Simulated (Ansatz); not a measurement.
# LuCd (Pm-3m): from the cell to its phonons

How does LuCd (Pm-3m) vibrate, and is this structure a minimum?

Method: DFT PBEsol, scalar-relativistic, plane waves, PAW; PAW set soft_1, in Ansatz 0.2.0.

This is a report of a sequence of runs, with most program output left out.

## 1. The structure

Symmetry: Pm-3m, No. 221, cubic system. Conventional cell: a = 3.641 Å, b = 3.641 Å, c = 3.641 Å, α = 90.00°, β = 90.00°, γ = 90.00°. Nearest to Lu lie 8 Cd at 3.15 Å. Nearest to Cd lie 8 Lu at 3.15 Å. Farther neighbours are not listed.

## 2. Relaxation

The cell and atoms are relaxed, since residual forces and stress would shift the frequencies.

input.yaml reads:

```yaml
crystal:
  lattice:
    - [3.64099005, 0.0, 0.0]
    - [0.0, 3.64099005, 0.0]
    - [0.0, 0.0, 3.64099005]
  atoms:
    - { symbol: Lu, position: [0.5, 0.5, 0.5] }
    - { symbol: Cd, position: [0.0, 0.0, 0.0] }
kpoints:
  mp_grid: { grid: [12, 12, 12] }
hamiltonian:
  xc: pbesol
  pseudopotentials: { kind: paw, azcp: { folder: soft_1 }, xc_functional: pbe }
scf:
  occupations: { method: gaussian, width: 0.1 }
output:
  forces: true
  stress: true
  eigenvalues: true
relax:
  adjacent_minimum: "off"
  f_tol: 0.005
  max_steps: 80
  cell: { stress_tol: 0.05 }
```

Command:

```bash
$ ansatz run input.yaml --threads 4 --pin off --max-ram 10240MiB --backend cpu --events-out ev --progress --plain --runs-dir out
```

It took 8.5 s on 4 threads of Arm Neoverse V2, shared host; peak memory 0.41 GiB.

Relaxation path:

```tsv
step	energy less that of the first step (eV)	largest force component (eV/Å)	pressure (GPa)	volume (Å³)
1	0.0000	0.0000	-1.79	48.27
2	-0.0060	0.0000	0.99	46.33
3	-0.0077	0.0000	-0.05	47.00
4*	-0.0074	0.0000	-0.05	47.00
```

Relaxation steps marked * repeat the geometry before them on a plane-wave basis chosen anew for their cell, so energy and pressure can jump there.

The run keeps the 48 symmetry operations that it works with, so distortions that break them were not tested.

```tsv
conventional cell, symmetrised	before	after	change
a (Å)	3.641	3.609	-0.9 %
b (Å)	3.641	3.609	-0.9 %
c (Å)	3.641	3.609	-0.9 %
volume (Å³/atom)	24.13	23.50	-2.6 %
```

The relaxed structure:

```xyz
2
Lattice="3.6090 0.0000 0.0000 0.0000 3.6090 0.0000 0.0000 0.0000 3.6090" Properties=species:S:1:pos:R:3 pbc="T T T"
Lu    1.8045    1.8045    1.8045
Cd    0.0000    0.0000    0.0000
```

This step gave:

```yaml
pressure: -0.04998 GPa
volume_per_atom: 23.50 Å³
gap_on_the_k_mesh: 0 eV
```

In this step the volume went from 24.13 to 23.50 Å³/atom.

## 3. Tight relaxation

Phonons need a cell at rest on their own settings, so the relaxation is repeated with tight tolerances on forces and stress on the k mesh and occupations of the first response run.

input.yaml, the sections that differ from step 2:

```yaml
crystal:
  lattice:
    - [3.6089505865, 0.0, 0.0]
    - [0.0, 3.6089505865, 0.0]
    - [0.0, 0.0, 3.6089505865]
  atoms:
    - { symbol: Lu, position: [0.5, 0.5, 0.5] }
    - { symbol: Cd, position: [0.0, 0.0, 0.0] }
scf:
  occupations: { method: methfessel_paxton, width: 0.2 }
relax:
  adjacent_minimum: "off"
  f_tol: 0.001
  max_steps: 60
  cell: { stress_tol: 0.01 }
# kpoints, hamiltonian, output: as in step 2
```

Wall time 7.8 s (4 threads); peak memory 0.39 GiB.

Little changed from the start: no atom moved by 0.005 Å and no cell edge by 0.1 %.

Numbers from this step:

- pressure: -9.37e-5 GPa
- volume per atom: 23.49 Å³

The forces vanish by symmetry and the pressure is 0.000 GPa, within the tolerances set. The cell now holds 23.49 Å³/atom.

## 4. Linear response at the zone centre

The zone centre comes first: it holds the modes that light can see, as far as symmetry allows. No field response is asked, since the mesh shows no gap.

input.yaml, the sections that differ from step 3:

```yaml
crystal:
  lattice:
    - [3.608155642, 0.0, 0.0]
    - [0.0, 3.608155642, 0.0]
    - [0.0, 0.0, 3.608155642]
  atoms:
    - { symbol: Lu, position: [0.5, 0.5, 0.5] }
    - { symbol: Cd, position: [0.0, 0.0, 0.0] }
output:
  eigenvalues: true
phonons:
  method: dfpt
# kpoints, hamiltonian, scf: as in step 3
# relax: removed
```

It took 20 s on 4 threads; peak memory 0.94 GiB; 75 s of CPU time.

Numbers from this step:

```yaml
sum_rule_residual_before_enforcement: 7.66e-5 eV/Å²
point_group: m-3m
highest_optical_mode_at_the_zone_centre_no_lo_to_term: 117.3 cm⁻¹
lowest_optical_zone_centre_mode: 117.3 cm⁻¹
```

Patterns of degenerate modes are one choice out of their space. Modes at Γ, with each element's share of the kinetic energy:

```tsv
mode	frequency (cm⁻¹)	symmetry	Lu %	Cd %
1	0.0	acoustic	61	39
2	0.0	acoustic	61	39
3	0.0	acoustic	61	39
4	117.3	T1u	39	61
5	117.3	T1u	39	61
6	117.3	T1u	39	61
```

Displacements in mode 6 (117.3 cm⁻¹), the largest set to 1:
```
Lu1  0.00  0.00 -0.64
Cd2  0.00  0.00  1.00
```

Before it was imposed, the acoustic sum rule was missed by 7.7e-5 eV/Å². Small misses are needed for a sound result but don't prove that mesh and cutoff are converged. The lowest optical mode is real, 117 cm⁻¹.

## 5. The dispersion

Stability and thermal properties need the whole zone. Linear response on a 4×4×4 q mesh gives force constants as far as a supercell of that size would.

input.yaml, as its differences from that of step 4:

```diff
@@ -19 +19,8 @@
   method: dfpt
+  qmesh: [4, 4, 4]
+  temperatures: { t_max: 1000, t_step: 50 }
+  qpath:
+    path:
+      - [[0.0, 0.0, 0.0], [0.0, 0.5, 0.0], [0.5, 0.5, 0.0], [0.0, 0.0, 0.0], [0.5, 0.5, 0.5], [0.0, 0.5, 0.0]]
+      - [[0.5, 0.5, 0.5], [0.5, 0.5, 0.0]]
+    npoints: 10
```

It took 9.7 min on 4 threads; peak memory 3.2 GiB.

Numbers from this step:

```
sum-rule residual before enforcement                    : 6.80e-5 eV/Å²
lowest frequency on the path                            : 0 cm⁻¹
highest frequency on the path or at a solved wavevector : 134.2 cm⁻¹
mean frequency                                          : 86.4 cm⁻¹
Debye temperature (second moment)                       : 169 K
logarithmic mean frequency                              : 80.8 cm⁻¹
lowest mode on the q mesh (acoustic modes at Γ apart)   : 32.22 cm⁻¹
zero-point energy per atom                              : 16.07 meV
heat capacity at 300 K                                  : 24.55 J/(mol atoms K)
vibrational entropy at 300 K                            : 48.80 J/(mol atoms K)
```

Frequencies (cm⁻¹) solved at each irreducible wavevector; negative means imaginary. Frequencies by wavevector, by row:

```tsv
q in reciprocal lattice units	star	mode 1	mode 2	mode 3	mode 4	mode 5	mode 6
0 0 0	1	0	0	0	117.3	117.3	117.3
0 0 0.25	6	49	49	62.5	109.4	109.4	115
0 0 -0.5	3	80.5	80.5	93.6	94.9	94.9	106.1
0 0.25 0.25	12	32.2	60.3	88.9	97.3	103	125.2
0 0.25 -0.5	12	52.7	62.9	71.5	95	116	122.4
0 -0.5 -0.5	3	33.8	33.8	60.7	94.9	134.2	134.2
0.25 0.25 0.25	8	59.3	59.3	68.4	108.5	116.8	116.8
0.25 0.25 -0.5	12	41.8	63.1	90.9	96.7	115.3	122
0.25 -0.5 -0.5	6	57.4	57.4	87.2	97.5	119.4	119.4
-0.5 -0.5 -0.5	1	87	87	87	95.7	95.7	95.7
```

Interpolated from a 4×4×4 q mesh. Phonon branches along the path, in cm⁻¹:

```tsv
point	branch 1	branch 2	branch 3	branch 4	branch 5	branch 6
Γ	0	0	0	117	117	117
halfway	49	49	62	109	109	115
X	80	80	94	95	95	106
halfway	53	63	72	95	116	122
M	34	34	61	95	134	134
halfway	32	60	89	97	103	125
Γ	0	0	0	117	117	117
halfway	59	59	68	108	117	117
R	87	87	87	96	96	96
halfway	42	63	91	97	115	122
X	80	80	94	95	95	106
jump to R	87	87	87	96	96	96
halfway	57	57	87	98	119	119
M	34	34	61	95	134	134
```

Tetrahedra on a 20×20×20 mesh, mean over bins of 2 cm-1. Interpolated from a 4×4×4 q mesh. Table of phonon density of states by wavenumber; read off at these points:

wavenumber (cm⁻¹), phonon density of states (1/cm⁻¹/cell) and a bar:
```
      1.0      0.000 
      5.0      0.000 
      9.0      0.001 
     11.0      0.001 
     15.0      0.002 
     19.0      0.003 
     23.0      0.004 #
     27.0      0.006 #
     29.0      0.007 #
     33.0      0.011 ##
     37.0      0.034 ######
     41.0      0.050 #########
     45.0      0.063 ############
     49.0      0.047 #########
     51.0      0.045 ########
     55.0      0.046 ########
     59.0      0.048 #########
     63.0      0.073 #############
     67.0      0.056 ##########
     69.0      0.050 #########
     73.0      0.050 #########
     77.0      0.063 ############
     81.0      0.053 ##########
     85.0      0.046 #########
     87.0      0.041 ########
     91.0      0.019 ###
     95.0      0.085 ################
     97.0      0.162 ##############################
     99.0      0.100 ###################
    103.0      0.066 ############
    107.0      0.063 ############
    109.0      0.064 ############
    113.0      0.074 ##############
    117.0      0.086 ################
    121.0      0.140 ##########################
    125.0      0.066 ############
    127.0      0.043 ########
    131.0      0.018 ###
    135.0      0.000
```

The partial phonon density of states has structure finer than the step of the table below, so its rows give means over 5 cm⁻¹, whole bins alone (the curve runs from -10 to 148 cm⁻¹). Peaks (cm⁻¹: height): Cd 42.6: 0.0296, 97.2: 0.0967, 121.0: 0.0555; Lu 42.6: 0.0318, 64.4: 0.0432, 121.0: 0.0559.

Phonopy on the run's constants, 15x15x15 mesh, Gaussian sigma 2.0 cm-1. Interpolated from a 4×4×4 q mesh. Table of partial phonon density of states by wavenumber; means over each step; values in 1/cm⁻¹/cell:

```tsv
wavenumber (cm⁻¹)	Cd	Lu
-5	7.3e-6	1.0e-5
0	5.5e-5	8.4e-5
5	1.2e-4	1.9e-4
10	2.7e-4	4.1e-4
15	8.1e-4	0.00126
20	0.00159	0.00241
25	0.00159	0.00236
30	0.00459	0.00630
35	0.0125	0.0135
40	0.0224	0.0239
45	0.0258	0.0288
50	0.0229	0.0254
55	0.0206	0.0243
60	0.0241	0.0307
65	0.0223	0.0404
70	0.0180	0.0360
75	0.0171	0.0388
80	0.0165	0.0378
85	0.0132	0.0301
90	0.0148	0.0187
95	0.0679	0.0121
100	0.0696	0.0214
105	0.0410	0.0248
110	0.0370	0.0307
115	0.0433	0.0421
120	0.0529	0.0533
125	0.0347	0.0373
130	0.0118	0.0141
135	0.00200	0.00253
140	3.0e-5	3.9e-5
145	0	0
```

Second derivatives of the energy by pair, one row for each kind of neighbour of each atom listed. Each entry sums the pair over the periodic images of the supercell that the q mesh stands for, and in a polar crystal it holds the long-range dipole part too. Force constants by pair, by row:

```tsv
atom	neighbour	distance (Å)	third of the trace (eV/Å²)	along the pair's line (eV/Å²)
Lu1	itself	0	5.045	–
Lu1	Cd	3.125	-0.4147	-1.433
Lu1	Lu	3.608	-0.1939	-0.7319
Lu1	Lu	5.103	-0.0203	0.0185
Lu1	Cd	5.983	-0.005	-0.0013
Lu1	Lu	6.25	-0.0302	-0.0908
Lu1	Lu	7.216	0.0024	-0.0869
Cd2	itself	0	3.609	–
Cd2	Lu	3.125	-0.4147	-1.433
Cd2	Cd	3.608	0.0235	0.0957
Cd2	Cd	5.103	-0.012	-0.0105
Cd2	Lu	5.983	-0.005	-0.0013
Cd2	Cd	6.25	0	-0.007
Cd2	Cd	7.216	-0.0331	-0.1434
```

Harmonic thermodynamic functions per atom, from the density of states. Interpolated from a 4×4×4 q mesh. Thermodynamic functions, by row:

```tsv
T (K)	F_vib (meV/atom)	S (J/mol-atom/K)	C_V (J/mol-atom/K)
0	16.07	0	0
50	14.35	9.759	15.26
100	5.7	22.88	21.75
200	-27.15	38.92	24.07
300	-72.94	48.8	24.55
400	-127.4	55.88	24.72
500	-188.2	61.41	24.8
600	-254.3	65.94	24.84
700	-324.7	69.77	24.87
800	-398.8	73.09	24.89
900	-476.1	76.02	24.9
1000	-556.2	78.64	24.91
```

Harmonic mean-square displacement, third of the trace. Interpolated from a 4×4×4 q mesh. Mean square displacements, by row:

```tsv
T (K)	Lu1 U_eq (Å²)	Cd2 U_eq (Å²)
0	0.00135	0.00195
100	0.00358	0.00481
300	0.01015	0.0135
600	0.02019	0.02681
```

Symmetry leaves 10 wavevectors to solve. The lowest mode among them, the acoustic zeros apart, lies at q = (0, 0.25, 0.25) and is real, 32.2 cm⁻¹.

## 6. Isotope substitution

An isotope changes the mass and not the force constants, so no new electronic calculation is needed; the shifts show which modes move this element.

The same force constants with the mass of Cd changed from 112.414 to 115.905 u (phonopy, no LO-TO term). Both lists are sorted by frequency; levels can cross, so a row need not hold one and the same mode. Modes under 3 cm⁻¹ are left out. Isotope shifts, by row:

```tsv
q	rank	natural mass (cm⁻¹)	changed mass (cm⁻¹)
0 0 0	4	117.3	116.2
0 0 0	5	117.3	116.2
0 0 0	6	117.3	116.2
0 0 0.25	1	49.02	48.76
0 0 0.25	2	49.02	48.76
0 0 0.25	3	62.45	62.02
0 0 0.25	4	109.4	108.3
0 0 0.25	5	109.4	108.3
0 0 0.25	6	115	114
0 0 -0.5	1	80.49	80.49
0 0 -0.5	2	80.49	80.49
0 0 -0.5	3	93.59	92.17
0 0 -0.5	4	94.89	93.45
0 0 -0.5	5	94.89	93.45
0 0 -0.5	6	106.1	106.1
0 0.25 0.25	1	32.22	31.99
0 0.25 0.25	2	60.32	60.09
0 0.25 0.25	3	88.88	88.38
0 0.25 0.25	4	97.33	96.4
0 0.25 0.25	5	103	101.8
0 0.25 0.25	6	125.2	124.1
```

A mode of this element alone would shift by -1.52 %. The highest zone-centre frequency without the field goes from 117.3 to 116.2 cm⁻¹ (-0.9 %). The product of the frequency ratios over all optical modes at Γ is 0.973; the product rule, (m/m′)^(3k/2) (M′/M)^(3/2) with k = 1 such atoms and M the mass of the cell, gives 0.973.

## 7. Results

- space group after relaxation (within 0.01 Å): Pm-3m
- volume per atom: 23.5 Å³
- electronic character: no gap on this mesh
- highest optical mode at the zone centre (no LO-TO term): 117 cm⁻¹
- lowest optical zone-centre mode: 117 cm⁻¹
- lowest mode on the q mesh (acoustic modes at Γ apart): 32.2 cm⁻¹
- highest frequency on the path or at a solved wavevector: 134 cm⁻¹
- zero-point energy per atom: 16.1 meV
- heat capacity at 300 K: 24.6 J/(mol atoms K)
- vibrational entropy at 300 K: 48.8 J/(mol atoms K)
- Debye temperature (second moment): 169 K
- imaginary modes on the 4×4×4 q mesh: none

In words: The structure is a minimum as far as tested: no mode is imaginary at the 10 irreducible wavevectors of the 4×4×4 mesh, and the softest away from the acoustic zeros lies at 32 cm⁻¹. The optical modes at Γ form one degenerate level at 117 cm⁻¹. With no gap, or one that is small against the smearing, the frequencies hang on the k mesh and the smearing, most of all near Kohn anomalies. The phonon runs are without spin polarisation, although the cell has an odd electron count. Spin-orbit coupling is left out, which can matter for the heavy elements here. The PAW files were made for PBE and serve the other functionals too. These are harmonic frequencies at zero temperature: anharmonic shifts, linewidths and thermal expansion are left out.

[Logs are printed without paths, hosts, clocks, repeated set-up lines and the standing remarks that a program may print on its own settings, such as how far it seeks lower states.]

[Hosts, paths, dates, database ids (printed as entryN), source tags and the programs' standing remarks are cut or masked in the printed files.]
